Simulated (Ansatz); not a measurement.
# Ir wire along [111], 19 atoms a period: bands along the axis

What gap, if any, does the Ir wire along [111], 19 atoms a period have, and how many channels would it open?

Program: Ansatz 0.2.0. Level of theory: DFT PBE, plane waves, PAW; relaxation of a wire's period; PAW set soft_1, in the first sound run; inputs show where later runs differ. Results are calculated unless marked as measured.

## Step 1: The structure

The cell holds 19 atoms: 19 Ir. Its edges and angles: a = 12.273 Å, b = 13.120 Å, c = 6.703 Å, α = 90.0°, β = 90.0°, γ = 90.0°. Vacuum lies along a and b. The structure's axis is c.

## Step 2: Relaxing the period

Band widths follow the bond lengths, so the wire is relaxed first. The atoms and the third cell vector are free; the box across stays fixed as vacuum. A Fermi-Dirac smearing is set since the result may be a metal. The pressure printed is a third of the stress's trace over the whole box, vacuum included; only the stress along the axis is relaxed.

input.yaml reads:

```yaml
crystal:
  lattice:
    - [12.273, 0.0, 0.0]
    - [0.0, 13.12, 0.0]
    - [0.0, 0.0, 6.7030366253]
  atoms:
    - { symbol: Ir, position: [0.277030881, 0.49998794, 0.0] }
    - { symbol: Ir, position: [0.388515573, 0.680619138, 0.0] }
    - { symbol: Ir, position: [0.500000264, 0.49998794, 0.0] }
    - { symbol: Ir, position: [0.611484956, 0.680619138, 0.0] }
    - { symbol: Ir, position: [0.277030881, 0.620408739, 0.333333333] }
    - { symbol: Ir, position: [0.388515573, 0.43977754, 0.333333333] }
    - { symbol: Ir, position: [0.500000264, 0.620408739, 0.333333333] }
    - { symbol: Ir, position: [0.500000264, 0.259146341, 0.333333333] }
    - { symbol: Ir, position: [0.611484956, 0.43977754, 0.333333333] }
    - { symbol: Ir, position: [0.722969648, 0.620408739, 0.333333333] }
    - { symbol: Ir, position: [0.277030881, 0.379567141, 0.666666667] }
    - { symbol: Ir, position: [0.388515573, 0.560198339, 0.666666667] }
    - { symbol: Ir, position: [0.500000264, 0.379567141, 0.666666667] }
    - { symbol: Ir, position: [0.500000264, 0.740829538, 0.666666667] }
    - { symbol: Ir, position: [0.611484956, 0.560198339, 0.666666667] }
    - { symbol: Ir, position: [0.722969648, 0.379567141, 0.666666667] }
    - { symbol: Ir, position: [0.388515573, 0.319356741, 0.0] }
    - { symbol: Ir, position: [0.611484956, 0.319356741, 0.0] }
    - { symbol: Ir, position: [0.722969648, 0.49998794, 0.0] }
kpoints:
  mp_grid: { grid: [1, 1, 12] }
scf:
  occupations: { method: fermi_dirac, width: 0.05 }
hamiltonian:
  xc: pbe
  pseudopotentials: { kind: paw, azcp: { folder: soft_1 } }
relax:
  cell: { fix: [a, b, alpha, beta, gamma] }
  max_steps: 45
  f_tol: 0.03
```

Run with:

```console
$ ansatz run input.yaml --threads 4 --pin off --max-ram 16384MiB --backend cpu --events-out ev --progress --plain --runs-dir out
```

Numbers of over 12 decimals in the logs are rounded to 6 here.

Log:

```text
Engine: ansatz 0.2.0, x86_64-unknown-linux-gnu
Pseudopotentials: kind: paw
Pseudopotential: Ir, paw, valence charge 17, recommended cutoff 420 eV (normal), soft_1/Ir.paw.azcp
Functional definition: PBE
  parameter kappa = 0.804
  parameter beta = 0.066725
  exchange = pbe_x(kappa = kappa, mu = beta*pi^2/3)
  correlation = pbe_c(beta = beta)
Crystal: 19 atoms, lattice volume = 1079.335 Å³
Basis set: ecut = 420 eV, 21097 PW (Γ), exchange–correlation on 180×180×90 points (8 copies of the dense FFT grid, shifted against one another)
Bands: 194, of which v1, the nominal top of the filled ones, is band 162 counted from 1 (161 counted from 0)
Symmetry: 4 space group operations
Space group: P2/m (ITA 10), of the structure as read, at distance tolerance 1.0e-4 Å
k-points: 7 of 12
Non-local potential: Ir, projectors of the file, l = 0: 3, l = 1: 2, l = 2: 2, l = 3: 1
PAW form: soft (Blöchl's): semilocal exchange-correlation on the pseudo side does not see the compensation charge
PAW one-centre angular grid: Ir, 590 points (default); XC on 64 Gauss nodes
Initial density: superposition of atomic densities (neutral atoms: chi_scale 0, normalization atom)
Initial wavefunctions: pseudopotential atomic-orbital guess
Functional: x = pbe(κ = 0.804, μ = 0.219515), c = pbe(β = 0.066725)
SCF iter   1: F=—  HF=-226773.568955 eV  |F-HF|=—  |Δ(HF+E_count)|=         —  Δρ=3.10e-2  dr2=2.57e1  ethr=3.10e-3  ⟨swp⟩=7.7  Hψ=5642  notcnv=0  defer=31
preconditioner: auto → LDOS  [metal: Δε(μ)=0.018 eV  Ē_g=4.798 eV  σ=0.050 eV  W_gap=0.09  n_scr=208 (ndim 8)  ℏωp=14.8 eV  f_vac=0.588  D(μ)=39.83/eV (n_scr^D=308)  β→1.0]
SCF iter   2: F=—  HF=-226774.297376 eV  |F-HF|=—  |Δ(HF+E_count)|=   7.28e-1  Δρ=3.45e-2  dr2=4.29e1  ethr=3.10e-3  ⟨swp⟩=3.6  Hψ=3524  notcnv=0  defer=55
SCF iter   3: F=—  HF=-226767.826868 eV  |F-HF|=—  |Δ(HF+E_count)|=    6.47e0  Δρ=7.31e-3  dr2=8.97e-1  ethr=3.10e-3  ⟨swp⟩=4.0  Hψ=3544  notcnv=0  defer=37
SCF iter   4: F=—  HF=-226767.786668 eV  |F-HF|=—  |Δ(HF+E_count)|=   4.02e-2  Δρ=3.54e-3  dr2=2.52e-1  ethr=2.78e-4  ⟨swp⟩=2.3  Hψ=2359  notcnv=0  defer=37
SCF iter   5: F=—  HF=-226767.758869 eV  |F-HF|=—  |Δ(HF+E_count)|=   2.78e-2  Δρ=1.80e-3  dr2=6.95e-2  ethr=7.79e-5  ⟨swp⟩=2.0  Hψ=2110  notcnv=0  defer=37
SCF iter   6: F=—  HF=-226767.752764 eV  |F-HF|=—  |Δ(HF+E_count)|=   6.10e-3  Δρ=7.74e-4  dr2=1.39e-2  ethr=2.15e-5  ⟨swp⟩=2.0  Hψ=1884  notcnv=0  defer=37
SCF iter   7: F=—  HF=-226767.752535 eV  |F-HF|=—  |Δ(HF+E_count)|=   2.29e-4  Δρ=3.90e-4  dr2=6.81e-3  ethr=4.31e-6  ⟨swp⟩=2.0  Hψ=1913  notcnv=0  defer=37
SCF iter   8: F=—  HF=-226767.752275 eV  |F-HF|=—  |Δ(HF+E_count)|=   2.60e-4  Δρ=1.41e-4  dr2=8.86e-4  ethr=2.11e-6  ⟨swp⟩=1.4  Hψ=1401  notcnv=0  defer=37
SCF iter   9: F=—  HF=-226767.752254 eV  |F-HF|=—  |Δ(HF+E_count)|=   2.11e-5  Δρ=4.94e-5  dr2=8.29e-5  ethr=2.74e-7  ⟨swp⟩=2.0  Hψ=1859  notcnv=0  defer=37
SCF iter  10: F=—  HF=-226767.752592 eV  |F-HF|=—  |Δ(HF+E_count)|=   3.38e-4  Δρ=1.77e-5  dr2=9.64e-6  ethr=2.57e-8  ⟨swp⟩=2.0  Hψ=1813  notcnv=0  defer=37
SCF iter  11: F=—  HF=-226767.752592 eV  |F-HF|=—  |Δ(HF+E_count)|=   1.71e-7  Δρ=9.13e-6  dr2=2.28e-6  ethr=2.98e-9  ⟨swp⟩=2.0  Hψ=1744  notcnv=0  defer=37
SCF iter  12: F=—  HF=-226767.752592 eV  |F-HF|=—  |Δ(HF+E_count)|=   2.91e-9  Δρ=4.83e-6  dr2=5.36e-7  ethr=7.05e-10  ⟨swp⟩=1.9  Hψ=1382  notcnv=0  defer=37
SCF iter  13: F=—  HF=-226767.752592 eV  |F-HF|=—  |Δ(HF+E_count)|=   3.90e-8  Δρ=2.14e-6  dr2=1.13e-7  ethr=1.66e-10  ⟨swp⟩=1.9  Hψ=1574  notcnv=0  defer=37
SCF iter  14: F=-226767.752592 eV  HF=-226767.752592 eV  |F-HF|=1.72e-8  |Δ(HF+E_count)|=   6.02e-9  Δρ=1.09e-6  dr2=2.20e-8  ethr=3.10e-11  ⟨swp⟩=4.0  Hψ=3902  notcnv=0
SCF 1 converged in 14 iterations: F = -226767.752592 eV  dr2 = 2.20e-8
  greatest PAW one-centre occupation: 1.000 electrons in one spin orbital (limit 2), on the Ir atom at site 2 (counted from 0), in its partial waves of l = 0
relax step   1: F+E_penalty+E_count = -226767.75259188 eV  Δ(F+E_penalty+E_count) = +0.000e0 eV  max|allowed force component| = 2.920e0 eV/Å  Δτ_max = 0.0000 Å  P = -6.307 GPa  Ω = 1079.335 Å³  fix = [a, b, alpha, beta, gamma]  reactions: a -5.462, b -5.607 GPa; alpha +0.013 GPa/rad  (14 SCF iters, dr2 threshold 1.00e-7 eV, accepted)
Crystal: 19 atoms, lattice volume = 1048.051 Å³
Basis set: ecut = 420 eV, 20459 PW (Γ), exchange–correlation on 180×180×90 points (8 copies of the dense FFT grid, shifted against one another)
Initial density: handed on by an earlier stage of this run
Initial wavefunctions: those handed on with the density
iter 1 solved again at ethr=2.35e-3 eV; its pass at ethr=3.10e-3 eV (dr2=7.60e0 eV) is discarded
SCF iter   1: F=—  HF=-226772.067576 eV  |F-HF|=—  |Δ(HF+E_count)|=         —  Δρ=1.84e-2  dr2=7.62e0  ethr=2.35e-3  ⟨swp⟩=2.1  Hψ=6501  notcnv=0
preconditioner: auto → LDOS  [metal: Δε(μ)=0.029 eV  Ē_g=5.086 eV  σ=0.050 eV  W_gap=0.14  n_scr=208 (ndim 8)  ℏωp=15.0 eV  f_vac=0.620  D(μ)=44.57/eV (n_scr^D=368)  β→1.0]
SCF iter   2: F=—  HF=-226771.722126 eV  |F-HF|=—  |Δ(HF+E_count)|=   3.45e-1  Δρ=9.57e-3  dr2=1.16e0  ethr=2.35e-3  ⟨swp⟩=2.3  Hψ=1933  notcnv=0
SCF iter   3: F=—  HF=-226771.701165 eV  |F-HF|=—  |Δ(HF+E_count)|=   2.10e-2  Δρ=6.20e-3  dr2=1.49e0  ethr=3.58e-4  ⟨swp⟩=3.0  Hψ=2786  notcnv=0  defer=45
SCF iter   4: F=—  HF=-226771.532172 eV  |F-HF|=—  |Δ(HF+E_count)|=   1.69e-1  Δρ=2.24e-3  dr2=7.39e-2  ethr=3.58e-4  ⟨swp⟩=2.0  Hψ=2094  notcnv=0  defer=45
SCF iter   5: F=—  HF=-226771.529812 eV  |F-HF|=—  |Δ(HF+E_count)|=   2.36e-3  Δρ=7.80e-4  dr2=1.74e-2  ethr=2.29e-5  ⟨swp⟩=2.7  Hψ=2363  notcnv=0  defer=45
SCF iter   6: F=—  HF=-226771.528741 eV  |F-HF|=—  |Δ(HF+E_count)|=   1.07e-3  Δρ=3.26e-4  dr2=2.47e-3  ethr=5.38e-6  ⟨swp⟩=2.0  Hψ=1886  notcnv=0  defer=45
SCF iter   7: F=—  HF=-226771.528724 eV  |F-HF|=—  |Δ(HF+E_count)|=   1.68e-5  Δρ=1.70e-4  dr2=6.87e-4  ethr=7.63e-7  ⟨swp⟩=2.0  Hψ=1644  notcnv=0  defer=45
SCF iter   8: F=—  HF=-226771.529117 eV  |F-HF|=—  |Δ(HF+E_count)|=   3.93e-4  Δρ=7.63e-5  dr2=1.12e-4  ethr=2.13e-7  ⟨swp⟩=1.9  Hψ=1686  notcnv=0  defer=45
SCF iter   9: F=—  HF=-226771.529119 eV  |F-HF|=—  |Δ(HF+E_count)|=   2.00e-6  Δρ=1.48e-5  dr2=2.88e-6  ethr=3.45e-8  ⟨swp⟩=2.0  Hψ=1770  notcnv=0  defer=45
SCF iter  10: F=-226771.529119 eV  HF=-226771.529120 eV  |F-HF|=3.39e-7  |Δ(HF+E_count)|=   8.54e-7  Δρ=6.12e-6  dr2=6.39e-7  ethr=5.88e-10  ⟨swp⟩=5.0  Hψ=4899  notcnv=0
SCF 2 converged in 10 iterations: F = -226771.529119 eV  dr2 = 6.39e-7
[...]
relax step   9: F+E_penalty+E_count = -226771.80773148 eV  Δ(F+E_penalty+E_count) = +2.803e-4 eV  max|allowed force component| = 8.927e-2 eV/Å  Δτ_max = 0.0139 Å  P = -0.097 GPa  Ω = 1047.610 Å³  energy of the carried Pulay correction = +3.747e-3 eV  fix = [a, b, alpha, beta, gamma]  (6 SCF iters, dr2 threshold 7.73e-7 eV, rejected (line search))
relax step  10: F+E_penalty+E_count = -226771.81069179 eV  Δ(F+E_penalty+E_count) = -2.680e-3 eV  max|allowed force component| = 3.103e-2 eV/Å  Δτ_max = 0.0068 Å  P = +0.074 GPa  Ω = 1046.888 Å³  energy of the carried Pulay correction = +3.834e-3 eV  fix = [a, b, alpha, beta, gamma]  reactions: a +0.106, b +0.058 GPa; alpha +0.000 GPa/rad  (10 SCF iters, accepted)
relax step  11: F+E_penalty+E_count = -226771.81091061 eV  Δ(F+E_penalty+E_count) = -2.188e-4 eV  max|allowed force component| = 1.422e-2 eV/Å  Δτ_max = 0.0071 Å  P = -0.012 GPa  Ω = 1047.271 Å³  energy of the carried Pulay correction = +3.788e-3 eV  fix = [a, b, alpha, beta, gamma]  reactions: a +0.020, b -0.033 GPa; alpha -0.002 GPa/rad  (7 SCF iters, dr2 threshold 6.02e-8 eV, accepted)
Initial wavefunctions: pseudopotential atomic-orbital guess (no wavefunctions were taken with the density)
iter 1 solved again at ethr=8.83e-7 eV; its pass at ethr=3.10e-3 eV (dr2=2.85e-3 eV) is discarded
SCF iter   1: F=—  HF=-226771.804935 eV  |F-HF|=—  |Δ(HF+E_count)|=         —  Δρ=6.27e-5  dr2=6.83e-6  ethr=8.83e-7  ⟨swp⟩=4.0  Hψ=10060  notcnv=0
eigensolver tolerance schedule: the retry pair's looser diagonalisation over-reported the residual by 416.25 of it (diagonalisation noise at 0.13 of the residual, at the tolerance the schedule requests for it); recorded, not acted on — ethr = c·dr2/N_el stays at c = 1.0e-1
preconditioner: auto → LDOS  [metal: Δε(μ)=0.070 eV  Ē_g=5.045 eV  σ=0.050 eV  W_gap=0.32  n_scr=208 (ndim 8)  ℏωp=15.0 eV  f_vac=0.614  D(μ)=25.48/eV (n_scr^D=160)  β→1.0]
SCF iter   2: F=—  HF=-226771.805418 eV  |F-HF|=—  |Δ(HF+E_count)|=   4.83e-4  Δρ=1.54e-5  dr2=1.29e-6  ethr=2.12e-9  ⟨swp⟩=3.4  Hψ=3338  notcnv=0
SCF iter   3: F=—  HF=-226771.805417 eV  |F-HF|=—  |Δ(HF+E_count)|=   3.94e-7  Δρ=5.19e-6  dr2=2.50e-7  ethr=3.99e-10  ⟨swp⟩=2.0  Hψ=2445  notcnv=0
SCF iter   4: F=—  HF=-226771.805417 eV  |F-HF|=—  |Δ(HF+E_count)|=   6.02e-8  Δρ=1.09e-6  dr2=1.94e-8  ethr=7.73e-11  ⟨swp⟩=3.4  Hψ=2954  notcnv=0
SCF iter   5: F=—  HF=-226771.805417 eV  |F-HF|=—  |Δ(HF+E_count)|=   2.62e-9  Δρ=2.98e-7  dr2=6.40e-10  ethr=6.01e-12  ⟨swp⟩=2.0  Hψ=2066  notcnv=0
SCF iter   6: F=—  HF=-226771.805417 eV  |F-HF|=—  |Δ(HF+E_count)|=  1.46e-10  Δρ=1.03e-7  dr2=2.23e-10  ethr=1.00e-12  ⟨swp⟩=5.0  Hψ=4974  notcnv=0
SCF iter   7: F=-226771.805417 eV  HF=-226771.805417 eV  |F-HF|=5.82e-11  |Δ(HF+E_count)|=  2.91e-11  Δρ=2.65e-8  dr2=1.79e-11  ethr=1.00e-12  ⟨swp⟩=4.0  Hψ=4129  notcnv=0
SCF 12 converged in 7 iterations: F = -226771.805417 eV  dr2 = 1.79e-11
relax step  12: F+E_penalty+E_count = -226771.80541717 eV  Δ(F+E_penalty+E_count) = +5.493e-3 eV  max|allowed force component| = 1.410e-2 eV/Å  Δτ_max = 0.0000 Å  P = -0.006 GPa  Ω = 1047.271 Å³  fix = [a, b, alpha, beta, gamma]  reactions: a +0.024, b -0.029 GPa; alpha -0.002 GPa/rad  stress off target by 1.45e-2 GPa on what of the cell is left free  SCF on the basis re-selected at this cell (its energy is not comparable with the rows above)  (7 SCF iters)
basis re-selected at this cell: Δ(F+E_penalty+E_count) = +5.493e-3 eV, ΔP = +0.006 GPa vs the last step (what re-selecting the basis moved, of the pressure what is left beyond the Pulay correction that the steps carried, after the strain that the cell walked since its last selection, with what the two solves' SCF thresholds leave and, on support functions, any second-order correction that the steps lacked; it is no m [...]
SCF converged after 7 iterations
Free energy (F): -226771.805417 eV
Harris-Foulkes:  -226771.805417 eV  (|F-HF|=5.82e-11)
Internal energy: -226771.575618 eV  (E = F + TS)
E sigma→0 (E₀):  -226771.690517 eV
Entropy (-TS):   -0.229799 eV (-12.095 meV/atom)
Fermi energy:    2.966350 eV
--- Per-component energies (eV) ---
  E_band       = -8708.227672
  E_kinetic    = 10243.733654
  E_local      = -180509.242549  (includes V_loc(G=0)·N_el)
  E_nonlocal   = 3630.147282
  E_hartree    = 84051.928110
  E_xc         = -4343.370958
  E_vxc        = -4832.752213  (∫ρ·V_xc dr)
  E_paw        = -176046.226232  (= ΣΔE_a)
  E_vpaw       = -5343.975393  (= ΣTr[D̂ρ^β])
  E_aug_tail   = 0.006864  (compensation charges beyond the density's cutoff)
  E_ewald      = 36201.448212
  E_smearing   = -0.229799  (= −TS)
  E_closure    = 0.000000  (closes the sum)
  Σ components = -226771.805417   (vs F -226771.805417, Δ=0.00e0)
--- Forces (eV/Å), atoms counted from 1 ---
  atom   1  Ir     0.00123238     0.00000000    -0.00000000
  atom   2  Ir     0.00728916    -0.00345604    -0.00123641
  atom   3  Ir     0.00000000     0.00000000     0.00000000
  atom   4  Ir    -0.00728916    -0.00345604    -0.00123641
  atom   5  Ir     0.00919086    -0.00965240    -0.00478117
  atom   6  Ir     0.00865468     0.00371519    -0.01409811
  atom   7  Ir     0.00000000    -0.00977228    -0.00917269
  atom   8  Ir    -0.00000000     0.01231925    -0.00678998
  atom   9  Ir    -0.00865468     0.00371519    -0.01409811
  atom  10  Ir    -0.00919086    -0.00965240    -0.00478117
  atom  11  Ir     0.00919086     0.00965240     0.00478117
  atom  12  Ir     0.00865468    -0.00371519     0.01409811
  atom  13  Ir    -0.00000000     0.00977228     0.00917269
  atom  14  Ir     0.00000000    -0.01231925     0.00678998
  atom  15  Ir    -0.00865468    -0.00371519     0.01409811
  atom  16  Ir    -0.00919086     0.00965240     0.00478117
  atom  17  Ir     0.00728916     0.00345604     0.00123641
  atom  18  Ir    -0.00728916     0.00345604     0.00123641
  atom  19  Ir    -0.00123238     0.00000000     0.00000000
  max |Σ_I F_I| component: 6.94e-18 eV/Å
--- Stress (GPa, compression-positive) ---
        0.024197       0.000000       0.000000
        0.000000      -0.029088       0.001882
        0.000000       0.001882      -0.014539
  P = ⅓ Tr σ = -0.0065 GPa (-0.065 kbar)
--- Relaxed structure (11 steps of the walk, 9 accepted, 1 SCFs on fresh bases) ---
  F+E_penalty+E_count = -226771.80541717 eV   max|allowed force component| = 1.410e-2 eV/Å   (the final SCF, on the basis selected at the relaxed cell)
  cell:  # Å, volume = 1047.2713 Å³
    - [12.273, 0.0, 0.0]
    - [0.0, 13.12, 0]
    - [0.0, 0, 6.503911]
  atoms:
    - { symbol: Ir, position: [0.287270, 0.499988, 7.267482626183265e-19] }
    - { symbol: Ir, position: [0.393626, 0.672306, 3.424895474549225e-5] }
    - { symbol: Ir, position: [0.500000, 0.499988, 7.267482626183265e-19] }
    - { symbol: Ir, position: [0.606374, 0.672306, 3.424895474549225e-5] }
    - { symbol: Ir, position: [0.290278, 0.613186, 0.323462] }
    - { symbol: Ir, position: [0.370504, 0.430055, 0.339902] }
    - { symbol: Ir, position: [0.500000, 0.639977, 0.339952] }
    - { symbol: Ir, position: [0.500000, 0.273469, 0.323515] }
    - { symbol: Ir, position: [0.629496, 0.430055, 0.339902] }
    - { symbol: Ir, position: [0.709722, 0.613186, 0.323462] }
    - { symbol: Ir, position: [0.290278, 0.386790, 0.676538] }
    - { symbol: Ir, position: [0.370504, 0.569921, 0.660098] }
    - { symbol: Ir, position: [0.500000, 0.359999, 0.660048] }
    - { symbol: Ir, position: [0.500000, 0.726507, 0.676485] }
    - { symbol: Ir, position: [0.629496, 0.569921, 0.660098] }
    - { symbol: Ir, position: [0.709722, 0.386790, 0.676538] }
    - { symbol: Ir, position: [0.393626, 0.327670, -3.4248954745490744e-5] }
    - { symbol: Ir, position: [0.606374, 0.327670, -3.4248954745490744e-5] }
    - { symbol: Ir, position: [0.712730, 0.499988, 7.267482626183265e-19] }
```

The job ended after 3.5 min (4 threads of Intel Xeon Platinum 8488C (Sapphire Rapids), shared host; peak memory 3.9 GiB; 14 min of CPU time).

(Part 1 of 2 ends here.)

[Logs are printed without paths, hosts, clocks, repeated set-up lines and the standing remarks that a program may print on its own settings, such as how far it seeks lower states.]

[Hosts, paths, dates, database ids (printed as entryN), source tags and the programs' standing remarks are cut or masked in the printed files.]
